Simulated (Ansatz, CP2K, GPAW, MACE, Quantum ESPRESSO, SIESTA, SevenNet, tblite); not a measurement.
# Which run comes nearest? Twisted graphene double bilayer, 27.80° (104 atoms)

The cell holds 104 atoms: 104 C. Its edges and angles: a = 8.870 Å, b = 8.870 Å, c = 24.180 Å, α = 90.0°, β = 90.0°, γ = 120.0°. It derives from C (graphene). Graphene (a = 2.46 Å) under graphene (a = 2.46 Å), double bilayer, commensurate cell of 13 unit cells a layer, twist 27.80 deg; facing planes 3.33, 3.52, 3.33 Å apart as built; 14 Å of vacuum; minimised with a classical potential. Then every atom was moved at random, 0.05 Å r.m.s. a Cartesian component. Regions: layer 1, 26 atoms (26 C); layer 2, 26 atoms (26 C); layer 3, 26 atoms (26 C); layer 4, 26 atoms (26 C). Vacuum lies along c.

Geometry: as built.

The reference, a calculation:

- method: Kohn-Sham DFT, PBE, PAW, plane waves (Ansatz 0.2.0); cutoff 420 eV, Γ point, fermi-dirac smearing of 0.05 eV; PAW set soft_2
- r.m.s. force component: 2.963 eV/Å
- longest force: 12.69 eV/Å
- SCF cycles: 9
- time: 9.9 s on 8 threads of Arm Neoverse V2, shared host
- CPU time: 73 s

**Question.** The same geometry is run in other programs. How far does each lie from the reference, and what does it cost?
- SevenNet l3i5 potential (SevenNet l3i5; 1 thread)
- QE PBE, sssp-1.3.0-efficiency, 45/360 Ry (Quantum ESPRESSO 7.5; 4 MPI ranks)
- CP2K PBE, DZVP-MOLOPT-SR, 450/30 Ry, diagonalisation (CP2K 2026.2; 4 MPI ranks)
- GPAW PBE, LCAO dzp, h 0.2 Å (GPAW 26.7.0; 1 thread)
- SIESTA PBE, DZP, shift 0.01 Ry, mesh 300 Ry (SIESTA 5.4.2; 2 MPI ranks)
- SIESTA PBE, DZ, shift 0.01 Ry, mesh 300 Ry (SIESTA 5.4.2; 1 thread)
- CP2K BLYP, DZVP-MOLOPT-SR, 450/50 Ry, diagonalisation (CP2K 2026.2; 4 MPI ranks)
- SIESTA PBE, SZP, shift 0.01 Ry, mesh 300 Ry (SIESTA 5.4.2; 2 MPI ranks)
- QE PBE, gbrv-1.5, 40/200 Ry (Quantum ESPRESSO 7.5; 4 MPI ranks)
- SIESTA PBEsol, DZP, shift 0.01 Ry, mesh 300 Ry (SIESTA 5.4.2; 2 MPI ranks)

Differences are against the plane-wave reference, forces as r.m.s. over components; share is that over the reference's r.m.s. force, slope the least-squares factor from reference forces to these. Total energies of different programs have different zeros and aren't compared.

```csv
run,"Δ force, r.m.s. (meV/Å)",share (%),slope,cores,CPU time,memory (GiB)
reference,-,-,-,8,73 s,1.7
SevenNet l3i5 potential,187,6.32,1.011,1,12 s,2.1
"QE PBE, sssp-1.3.0-efficiency, 45/360 Ry",6.99,0.236,1.002,4,14 min,4.3
"CP2K PBE, DZVP-MOLOPT-SR, 450/30 Ry, diagonalisation (coarse)",51.4,1.74,1.015,4,7 min,4.2
"GPAW PBE, LCAO dzp, h 0.2 Å",208,7.02,1.059,1,99 s,1.0
"SIESTA PBE, DZP, shift 0.01 Ry, mesh 300 Ry",358,12.1,1.103,2,3.8 min,1.4
"SIESTA PBE, DZ, shift 0.01 Ry, mesh 300 Ry (coarse)",460,15.5,1.145,1,70 s,0.73
"CP2K BLYP, DZVP-MOLOPT-SR, 450/50 Ry, diagonalisation",64.2,2.17,0.996,4,9.3 min,4.2
"SIESTA PBE, SZP, shift 0.01 Ry, mesh 300 Ry (coarse)",726,24.5,1.187,2,2.7 min,1.2
"QE PBE, gbrv-1.5, 40/200 Ry",23.9,0.807,1.006,4,10 min,2.1
"SIESTA PBEsol, DZP, shift 0.01 Ry, mesh 300 Ry",394,13.3,1.112,2,3.6 min,1.4
```

Rows marked coarse were listed beforehand as settings not expected to be converged; some can still land near the reference.

Times of the machine-learned potentials are mostly Python's start and the loading of weights.

CPU time is summed over cores on a shared host, where runs went side by side, so it is rough. Symmetry, cutoffs, thresholds, outputs and thread counts weren't matched or tuned between programs; memory under MPI is the largest rank's times the ranks.

PBE on plane waves or a grid with other potentials, cutoffs or grids, coarse settings apart, differs from the reference by 0.24 % (QE PBE, sssp-1.3.0-efficiency, 45/360 Ry) to 0.81 % (QE PBE, gbrv-1.5, 40/200 Ry) of the r.m.s. force; this holds the reference's own error, so differences of a few per cent don't tell which side is nearer the exact PBE result (QE's 45 Ry are 612 eV, against the reference's 420 eV). The PBE runs in local orbitals, coarse settings apart, differ by 7.0 % (GPAW PBE, LCAO dzp, h 0.2 Å) to 12 % (SIESTA PBE, DZP, shift 0.01 Ry, mesh 300 Ry); basis, grid and potentials can all enter. Machine-learned potentials differ by 6.3 % (SevenNet l3i5 potential); they were trained on other programs' data. Rows with another functional or a dispersion term differ by 2.2 % (CP2K BLYP, DZVP-MOLOPT-SR, 450/50 Ry, diagonalisation) to 13 % (SIESTA PBEsol, DZP, shift 0.01 Ry, mesh 300 Ry), which mixes the change of model with differences of basis and potentials. Machine-learned potentials mimic data converged in k, so the reference's own k-point error enters their differences. The electronic-structure runs sample only Γ, in a cell whose shortest periodic width is 8 Å.

[Logs are printed without paths, hosts, clocks, repeated set-up lines and the standing remarks that a program may print on its own settings, such as how far it seeks lower states.]

[Hosts, paths, dates, database ids (printed as entryN), source tags and the programs' standing remarks are cut or masked in the printed files.]
